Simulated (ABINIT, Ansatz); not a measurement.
# A GW chain in ABINIT: LiCl (Fm-3m), part 2 of 3

Aim: the G0W0 gap of LiCl (Fm-3m) on PBE, step by step.

ABINIT 10.8.3; PBE and many-body steps on it, plane waves. Known limits of the many-body steps: not at the basis limit.

So far. Step 2 (Ground state): The gap is direct, at Γ.

## Step 3: Bands along the symmetry lines

Level of this step: DFT, PBE, plane waves, norm-conserving pseudopotentials (ABINIT).

Levels along a band path, at the cheap level, show where the edges lie and whether the meshes to come will hold them.

run.abi

```
acell 3*1.0 Angstrom
rprim 
  0.000000000000 2.571500000000 2.571500000000
  2.571500000000 0.000000000000 2.571500000000
  2.571500000000 2.571500000000 -0.000000000000
ntypat 2
znucl 3 17
natom 2
typat 1 2
xred 
  0.000000000000 0.000000000000 0.000000000000
  0.500000000000 0.500000000000 0.500000000000
pp_dirpath "pseudos"
pseudos "Li.upf, Cl.upf"
ecut 33
iscf -2
irdden 1
kptopt 0
nkpt 50
kpt 
  0.00000000 0.00000000 0.00000000
  0.06250000 0.00000000 0.06250000
  0.12500000 0.00000000 0.12500000
  0.18750000 0.00000000 0.18750000
  0.25000000 0.00000000 0.25000000
  0.31250000 0.00000000 0.31250000
  0.37500000 0.00000000 0.37500000
  0.43750000 0.00000000 0.43750000
  0.50000000 0.00000000 0.50000000
  0.51562500 0.03125000 0.51562500
  0.53125000 0.06250000 0.53125000
  0.54687500 0.09375000 0.54687500
  0.56250000 0.12500000 0.56250000
  0.57812500 0.15625000 0.57812500
  0.59375000 0.18750000 0.59375000
  0.60937500 0.21875000 0.60937500
  0.62500000 0.25000000 0.62500000
  0.37500000 0.37500000 0.75000000
  0.32812500 0.32812500 0.65625000
  0.28125000 0.28125000 0.56250000
  0.23437500 0.23437500 0.46875000
  0.18750000 0.18750000 0.37500000
  0.14062500 0.14062500 0.28125000
  0.09375000 0.09375000 0.18750000
  0.04687500 0.04687500 0.09375000
  0.00000000 0.00000000 0.00000000
  0.06250000 0.06250000 0.06250000
  0.12500000 0.12500000 0.12500000
  0.18750000 0.18750000 0.18750000
  0.25000000 0.25000000 0.25000000
  0.31250000 0.31250000 0.31250000
  0.37500000 0.37500000 0.37500000
  0.43750000 0.43750000 0.43750000
  0.50000000 0.50000000 0.50000000
  0.50000000 0.46875000 0.53125000
  0.50000000 0.43750000 0.56250000
  0.50000000 0.40625000 0.59375000
  0.50000000 0.37500000 0.62500000
  0.50000000 0.34375000 0.65625000
  0.50000000 0.31250000 0.68750000
  0.50000000 0.28125000 0.71875000
  0.50000000 0.25000000 0.75000000
  0.50000000 0.21875000 0.71875000
  0.50000000 0.18750000 0.68750000
  0.50000000 0.15625000 0.65625000
  0.50000000 0.12500000 0.62500000
  0.50000000 0.09375000 0.59375000
  0.50000000 0.06250000 0.56250000
  0.50000000 0.03125000 0.53125000
  0.50000000 0.00000000 0.50000000
istwfk *1
nband 12
nbdbuf 2
tolwfr 1e-08
nstep 40
prtwf 0
prtvol 0
indata_prefix "in"
outdata_prefix "out"
tmpdata_prefix "tmp"
```

Started as:

```sh
$ OMP_NUM_THREADS=1 mpirun -n 4 abinit run.abi > log
```

Numbers of over 12 decimals in the logs are rounded to 6 here.

The log of the run:

```text
.Version 10.8.3 of ABINIT. v10.8.2 released Aug 2026.

 Symmetries : space group Fm -3 m (#225); Bravais cF (face-center cubic)
[... echo of the input left out ...]
== DATASET  1 ==================================================================
-   mpi_nproc: 4, omp_nthreads: 1 (-1 if OMP is not activated)

--- !DatasetInfo
iteration_state: {dtset: 1, }
dimensions: {natom: 2, nkpt: 50, mband: 12, nsppol: 1, nspinor: 1, nspden: 1, mpw: 2120, }
cutoff_energies: {ecut:  33.0, pawecutdg:  -1.0, }
electrons: {nelect:   1.00000000E+01, charge:   0.00000000E+00, occopt:   1.00000000E+00, tsmear:   1.00000000E-02, }

 Real(R)+Recip(G) space primitive vectors, cartesian coordinates (Bohr,Bohr^-1):
 R(1)=  0.0000000  4.8594307  4.8594307  G(1)= -0.1028927  0.1028927  0.1028927
 R(2)=  4.8594307  0.0000000  4.8594307  G(2)=  0.1028927 -0.1028927  0.1028927
 R(3)=  4.8594307  4.8594307  0.0000000  G(3)=  0.1028927  0.1028927 -0.1028927
 Unit cell volume ucvol=  2.2950185E+02 bohr^3
 Angles (23,13,12)=  6.00000000E+01  6.00000000E+01  6.00000000E+01 degrees

 getcut: wavevector=  0.0000  0.0000  0.0000  ngfft=  36  36  36
         ecut(hartree)=     33.000   => boxcut(ratio)=   2.02572

--- Pseudopotential description ------------------------------------------------
- Li Generated using ONCVPSP code by D. R. Hamann
-  3.00000   3.00000  171031                  znucl, zion, pspdat
12 -101130 1 -1 1944                          pspcod,pspxc,lmax,lloc,mmax
     nproj     2     2     0
  pspatm : epsatm=    2.74360059
         --- l  ekb(1:nproj) -->
             0   -4.951544   -1.544797
             1   -2.250661   -0.474685
 pspatm: atomic psp has been read  and splines computed

- Cl Generated using ONCVPSP code by D. R. Hamann
- 17.00000   7.00000  171031                  znucl, zion, pspdat
12 -101130 2 -1 1028                          pspcod,pspxc,lmax,lloc,mmax
     nproj     2     2     2
  pspatm : epsatm=    9.12776517
         --- l  ekb(1:nproj) -->
             0    8.139296    0.698720
[...]
pspatm: atomic psp has been read  and splines computed

--------------------------------------------------------------------------------

================================================================================
 prteigrs : about to open file out_EIG
 Non-SCF case, kpt    1 (  0.00000  0.00000  0.00000), residuals and eigenvalues=
  7.59E-09  8.36E-09  1.27E-09  2.31E-09  4.16E-09  2.35E-09  2.81E-09  7.13E-09
  5.07E-09  9.38E-09  3.77E-07  7.03E-09
 -1.5911E+00 -4.8424E-01  7.0745E-03  7.0745E-03  7.0745E-03  2.3803E-01
  4.4044E-01  4.4044E-01  4.4044E-01  5.3331E-01  5.3331E-01  5.3967E-01
 Non-SCF case, kpt    2 (  0.06250  0.00000  0.06250), residuals and eigenvalues=
  1.43E-09  9.90E-09  5.66E-09  2.50E-09  6.81E-09  2.65E-09  6.33E-09  5.57E-09
  8.89E-09  2.55E-09  2.54E-04  1.50E-08
 -1.5911E+00 -4.8330E-01  2.4519E-03  5.3341E-03  5.3341E-03  2.4486E-01
[...]
Non-SCF case, kpt    3 (  0.12500  0.00000  0.12500), residuals and eigenvalues=
  5.79E-09  2.21E-09  4.95E-09  1.85E-09  9.78E-09  9.51E-09  8.46E-09  2.46E-09
  4.86E-09  9.08E-09  1.00E-05  6.32E-09
[...]
Non-SCF case, kpt   49 (  0.50000  0.03125  0.53125), residuals and eigenvalues=
[...]
Non-SCF case, kpt   50 (  0.50000  0.00000  0.50000), residuals and eigenvalues=
[...]
-1.5910E+00 -4.5496E-01 -9.7790E-02 -3.2782E-02 -3.2782E-02  2.9430E-01
  3.1055E-01  4.6171E-01  5.2386E-01  5.2386E-01  6.1356E-01  6.6566E-01

--- !ResultsGS
iteration_state: {dtset: 1, }
comment   : Summary of ground state results
lattice_vectors:
- [  0.0000000,   4.8594307,   4.8594307, ]
- [  4.8594307,   0.0000000,   4.8594307, ]
- [  4.8594307,   4.8594307,  -0.0000000, ]
lattice_lengths: [   6.87227,    6.87227,    6.87227, ]
lattice_angles: [ 60.000,  60.000,  60.000, ] # degrees, (23, 13, 12)
lattice_volume:   2.2950185E+02
convergence: {deltae:  0.000E+00, res2:  0.000E+00, residm:  9.936E-09, diffor:  0.000E+00, }
etotal    :  -2.37369020E+01
entropy   :   0.00000000E+00
fermie    :   7.07449410E-03
cartesian_stress_tensor: null
pressure_GPa: null
xred      :
- [  0.0000E+00,   0.0000E+00,   0.0000E+00, Li]
- [  5.0000E-01,   5.0000E-01,   5.0000E-01, Cl]
cartesian_forces: null
force_length_stats: {min: null, max: null, mean: null, }

 Integrated electronic density in atomic spheres:
 ------------------------------------------------
 Atom  Sphere_radius  Integrated_density
[...]
================================================================================

 ----iterations are completed or convergence reached----

 Mean square residual over all n,k,spin=   47.201E-10; max=  99.356E-10
 reduced coordinates (array xred) for    2 atoms
       0.000000000000      0.000000000000      0.000000000000
       0.500000000000      0.500000000000      0.500000000000

 cartesian coordinates (angstrom) at end:
[...]
length scales=  1.889726125908  1.889726125908  1.889726125908 bohr
              =  1.000000000000  1.000000000000  1.000000000000 angstroms
 prteigrs : about to open file out_EIG
 Eigenvalues (hartree) for nkpt=  50  k points:
 kpt#   1, nband= 12, wtk=  1.00000, kpt=  0.0000  0.0000  0.0000 (reduced coord)
[...]
kpt#   2, nband= 12, wtk=  1.00000, kpt=  0.0625  0.0000  0.0625 (reduced coord)
[...]
kpt#   3, nband= 12, wtk=  1.00000, kpt=  0.1250  0.0000  0.1250 (reduced coord)
[...]
kpt#  49, nband= 12, wtk=  1.00000, kpt=  0.5000  0.0313  0.5313 (reduced coord)
  -1.59101   -0.45498   -0.09730   -0.03362   -0.03273    0.29540    0.31216    0.46020
   0.51564    0.52487    0.62135    0.66518
 kpt#  50, nband= 12, wtk=  1.00000, kpt=  0.5000  0.0000  0.5000 (reduced coord)
  -1.59101   -0.45496   -0.09779   -0.03278   -0.03278    0.29430    0.31055    0.46171
   0.52386    0.52386    0.61356    0.66566

== END DATASET(S) ==============================================================
================================================================================

 -outvars: echo values of variables after computation  --------
            nband          12
             nkpt          50
          spgroup         225
 [... the other variables as echoed above ...]

 Calculation completed.
```

Run time: 5.6 s. Hardware: 4 MPI ranks of Intel Xeon Platinum 8375C at 2.90GHz (Ice Lake), shared host; peak memory 0.29 GiB; 21 s of CPU time.

This step gave:

* gap: 6.282 eV
* k of the valence top: 0.0469, 0.0469, 0.0938
* k of the conduction bottom: 0, 0, 0
* least direct gap: 6.285 eV

The gap is 6.282 eV, −0.002 eV from the run before at this level.

Electronic bands along the path, in eV, zero at the top of the highest filled band; v1 is the highest filled band, c1 the lowest empty one:

| point | v4 | v3 | v2 | v1 | c1 | c2 | c3 | c4 |
| --- | --- | --- | --- | --- | --- | --- | --- | --- |
| Γ | -13.37 | 0.00 | 0.00 | 0.00 | 6.28 | 11.79 | 11.79 | 11.79 |
| halfway | -13.01 | -1.49 | -0.58 | -0.58 | 8.48 | 9.49 | 9.68 | 12.42 |
| X | -12.57 | -2.86 | -1.09 | -1.09 | 7.81 | 8.26 | 12.37 | 14.06 |
| halfway | -12.58 | -2.75 | -1.31 | -1.01 | 7.94 | 8.69 | 12.06 | 13.04 |
| U | -12.60 | -2.45 | -1.76 | -0.82 | 8.04 | 9.86 | 11.37 | 11.65 |
| jump to K | -12.60 | -2.45 | -1.76 | -0.82 | 8.04 | 9.86 | 11.37 | 11.65 |
| halfway | -13.00 | -1.69 | -0.85 | -0.09 | 7.91 | 10.03 | 10.29 | 10.78 |
| Γ | -13.37 | 0.00 | 0.00 | 0.00 | 6.28 | 11.79 | 11.79 | 11.79 |
| halfway | -13.11 | -1.56 | -0.14 | -0.14 | 7.18 | 10.60 | 10.60 | 10.89 |
| L | -12.81 | -2.78 | -0.25 | -0.25 | 6.74 | 9.43 | 9.43 | 12.89 |
| halfway | -12.70 | -2.51 | -1.29 | -0.57 | 8.17 | 9.25 | 10.46 | 11.65 |
| W | -12.58 | -2.09 | -2.09 | -1.05 | 9.46 | 10.08 | 10.36 | 10.36 |
| halfway | -12.58 | -2.65 | -1.42 | -1.07 | 8.29 | 8.90 | 11.76 | 12.07 |
| X | -12.57 | -2.86 | -1.09 | -1.09 | 7.81 | 8.26 | 12.37 | 14.06 |

The electronic bands as a text plot (rows in eV, shown from -8.0 to 11.9 only):

```
   11.5 |++++     +      ++      +++++++++++ ++       ++    ++
   10.6 |  +++             ++++++++++    ++++         +++++++
    9.8 |    +++++       ++   +++            +++++++++   ++++
    9.0 |       ++     ++                           +++++  ++++
    8.2 |     +++++++++++++++++++                     +      ++++
    7.3 |  +++                   ++++      +++++    ++
    6.5 |++                          ++++++     ++++
    5.7 |
    4.8 |
    4.0 |
    3.2 |
    2.4 |
    1.5 |
    0.7 |
   -0.1 |*****              **************************
   -1.0 |    ***************  *******      *        *************
   -1.8 |     ****      *********           ***        *******
   -2.6 |         *********                    **********  ******
   -3.4 |
   -4.3 |
   -5.1 |
   -5.9 |
   -6.8 |
   -7.6 |
         Γ           X  U|K            Γ         L        W     X
```

## Step 4: Empty states on the mesh, 6×6×6 mesh, 630 bands

The sums over transitions need many empty states on a uniform mesh; this step solves for them.

run.abi

```
acell 3*1.0 Angstrom
rprim 
  0.000000000000 2.571500000000 2.571500000000
  2.571500000000 0.000000000000 2.571500000000
  2.571500000000 2.571500000000 -0.000000000000
ntypat 2
znucl 3 17
natom 2
typat 1 2
xred 
  0.000000000000 0.000000000000 0.000000000000
  0.500000000000 0.500000000000 0.500000000000
pp_dirpath "pseudos"
pseudos "Li.upf, Cl.upf"
ecut 33
ngkpt 6 6 6
nshiftk 1
shiftk 0 0 0
kptopt 1
chksymbreak 0
irdden 1
istwfk *1
nband 630
prtvol 0
optdriver 6
gwr_task "HDIAGO"
paral_kgb 0
occopt 1
indata_prefix "in"
outdata_prefix "out"
tmpdata_prefix "tmp"
```

The log of the run:

```text
[banner, memory and clock lines left out]
.Version 10.8.3 of ABINIT. v10.8.2 released Aug 2026.

 Symmetries : space group Fm -3 m (#225); Bravais cF (face-center cubic)
[... echo of the input left out ...]
== DATASET  1 ==================================================================
-   mpi_nproc: 4, omp_nthreads: 1 (-1 if OMP is not activated)

--- !DatasetInfo
iteration_state: {dtset: 1, }
dimensions: {natom: 2, nkpt: 16, mband: 630, nsppol: 1, nspinor: 1, nspden: 1, mpw: 2092, }
cutoff_energies: {ecut:  33.0, pawecutdg:  -1.0, }
electrons: {nelect:   1.00000000E+01, charge:   0.00000000E+00, occopt:   1.00000000E+00, tsmear:   1.00000000E-02, }

.Using double precision arithmetic; gwpc =  8

- Reading GS density from: in_DEN

--- Pseudopotential description ------------------------------------------------
- Li Generated using ONCVPSP code by D. R. Hamann
-  3.00000   3.00000  171031                  znucl, zion, pspdat
12 -101130 1 -1 1944                          pspcod,pspxc,lmax,lloc,mmax
     nproj     2     2     0
  pspatm : epsatm=    2.74360059
         --- l  ekb(1:nproj) -->
             0   -4.951544   -1.544797
             1   -2.250661   -0.474685
 pspatm: atomic psp has been read  and splines computed

- Cl Generated using ONCVPSP code by D. R. Hamann
- 17.00000   7.00000  171031                  znucl, zion, pspdat
12 -101130 2 -1 1028                          pspcod,pspxc,lmax,lloc,mmax
     nproj     2     2     2
  pspatm : epsatm=    9.12776517
         --- l  ekb(1:nproj) -->
             0    8.139296    0.698720
             1    3.821713    1.107519
             2   -2.938609   -0.805455
 pspatm: atomic psp has been read  and splines computed

   1.18713658E+02                                ecore*ucvol(ha*bohr**3)

 Total charge density [el/Bohr^3]
)     Maximum=    2.7819E+00  at reduced coord.    0.0000    0.0000    0.0000
)     Minimum=    3.4706E-03  at reduced coord.    0.2500    0.2500    0.2500
   Integrated=    1.0000E+01

 === KS gaps after direct diagonalization ===
 Direct band gap semiconductor
 Fundamental gap:     6.285 (eV)
   VBM:     0.193 (eV) at k: [ 0.0000E+00,  0.0000E+00,  0.0000E+00]
   CBM:     6.477 (eV) at k: [ 0.0000E+00,  0.0000E+00,  0.0000E+00]
 Direct gap:         6.285 (eV) at k: [ 0.0000E+00,  0.0000E+00,  0.0000E+00]

== END DATASET(S) ==============================================================

 -outvars: echo values of variables after computation  --------
           etotal      0.0000000000E+00
            nband         630
             nkpt          16
          spgroup         225
 [... the other variables as echoed above ...]

 Calculation completed.
```

Run time: 26 s. Hardware: 4 MPI ranks; peak memory 1.3 GiB.

This step gave:

```yaml
gap: 6.285 eV
k_of_the_valence_top: 0, 0, 0
k_of_the_conduction_bottom: 0, 0, 0
least_direct_gap: 6.285 eV
k_points_computed: 16
lowest_point_of_the_top_converged_band_above_the_valence_top: 388.3054 eV
```

On this mesh the gap is 6.285 eV.

## Step 5: Screening, 6×6×6 mesh, 622 bands, screening to 435.4 eV

The RPA dielectric matrix is built and inverted for each q.

This step: RPA screening on PBE, plane waves, norm-conserving pseudopotentials.

run.abi, as its differences from that of step 4:

```diff
@@ -20,10 +20,11 @@
 chksymbreak 0
-irdden 1
 istwfk *1
-nband 630
-prtvol 0
-optdriver 6
-gwr_task "HDIAGO"
-paral_kgb 0
 occopt 1
+irdwfk 1
+optdriver 3
+nband 622
+ecuteps 16
+inclvkb 2
+awtr 1
+symchi 1
 indata_prefix "in"
```

The log of the run:

```text
.Version 10.8.3 of ABINIT. v10.8.2 released Aug 2026.

 Symmetries : space group Fm -3 m (#225); Bravais cF (face-center cubic)
[... echo of the input left out ...]
== DATASET  1 ==================================================================
-   mpi_nproc: 4, omp_nthreads: 1 (-1 if OMP is not activated)

--- !DatasetInfo
iteration_state: {dtset: 1, }
dimensions: {natom: 2, nkpt: 16, mband: 622, nsppol: 1, nspinor: 1, nspden: 1, mpw: 2092, }
cutoff_energies: {ecut:  33.0, pawecutdg:  -1.0, }
electrons: {nelect:   1.00000000E+01, charge:   0.00000000E+00, occopt:   1.00000000E+00, tsmear:   1.00000000E-02, }

 SCREENING: Calculation of the susceptibility and dielectric matrices

 Based on a program developped by R.W. Godby, V. Olevano, G. Onida, and L. Reining.
 Incorporated in ABINIT by V. Olevano, G.-M. Rignanese, and M. Torrent.
.Using double precision arithmetic ; gwpc =  8

[... cell and pseudopotentials left out ...]
--------------------------------------------------------------------------------

 ==== K-mesh for the wavefunctions ====
 Number of points in the irreducible wedge :    16
[... list of points left out ...]
 Together with 48 symmetry operations and time-reversal symmetry
 yields   216 points in the full Brillouin Zone.

 ==== Q-mesh for the screening function ====
 Number of points in the irreducible wedge :    16
[... list of points left out ...]
 Together with 48 symmetry operations and time-reversal symmetry
 yields   216 points in the full Brillouin Zone.

 setmesh: FFT mesh size selected  =    30x   30x   30
          total number of points  =        27000

 vcoul_init : cutoff-mode = AUXILIARY_FUNCTION
 q-points for optical limit:   1
     1)      0.000010    0.000020    0.000030

- screening: taking advantage of time-reversal symmetry
- Maximum band index for partially occupied states nbvw = 5
- Remaining bands to be divided among processors   nbcw = 617
- Number of bands treated by each node ~154

 Number of electrons calculated from density =   10.0000; Expected =   10.0000
 average of density, n =  0.043573
 r_s =    1.7629
 omega_plasma =   20.1355 [eV]

 calculating chi0 at frequencies [eV] :
  1    0.000000E+00    0.000000E+00
  2    0.000000E+00    2.013550E+01

--------------------------------------------------------------------------------
  q-point number  1        q = ( 0.000000, 0.000000, 0.000000) [r.l.u.]
--------------------------------------------------------------------------------
[... chi0 elements left out ...]
 For q-point:  0.000010 0.000020 0.000030
  dielectric constant =   2.7538
  dielectric constant without local fields =   3.2522

  Average fulfillment of the sum rule on Im[epsilon] for q-point    1 :     95.94  [%]
[... wings left out ...]
  q-point number  2        q = ( 0.166667, 0.000000, 0.000000) [r.l.u.]
--------------------------------------------------------------------------------
[... chi0 elements left out ...]
  Average fulfillment of the sum rule on Im[epsilon] for q-point    2 :     95.99  [%]

 [... 14 further q-points ...]
```

The job ended after 20 min (4 MPI ranks; peak memory 6.2 GiB; 79 min of CPU time).

This step gave:

* ε∞ with local fields, on this mesh, along the program's q direction: 2.754
* the same without local fields: 3.252
* plasma frequency: 20.14 eV
* plane waves in the screening matrix: 725

Local fields lower ε∞ by 15 %.

(Continued in part 3 of 3.)

[Paths, hosts, dates, memory and timing lines, banners, echoed tables and standing remarks are left out of the program output.]

[Logs are printed without paths, hosts, clocks, repeated set-up lines and the standing remarks that a program may print on its own settings, such as how far it seeks lower states.]

[Runs of the session that timed out or met a known fault of the program may be left out.]

[Hosts, paths, dates, database ids (printed as entryN), source tags and the programs' standing remarks are cut or masked in the printed files.]

[G0W0 gaps are taken among the corrected bands and points alone; a level outside them can change the order at an edge.]

[Where Ansatz stands beside ABINIT at settings called matched, ABINIT's density can come from a denser mesh and the files from another edition; pairs whose starting gaps differed by over 0.03 eV were left out, so agreement reads better than it is.]
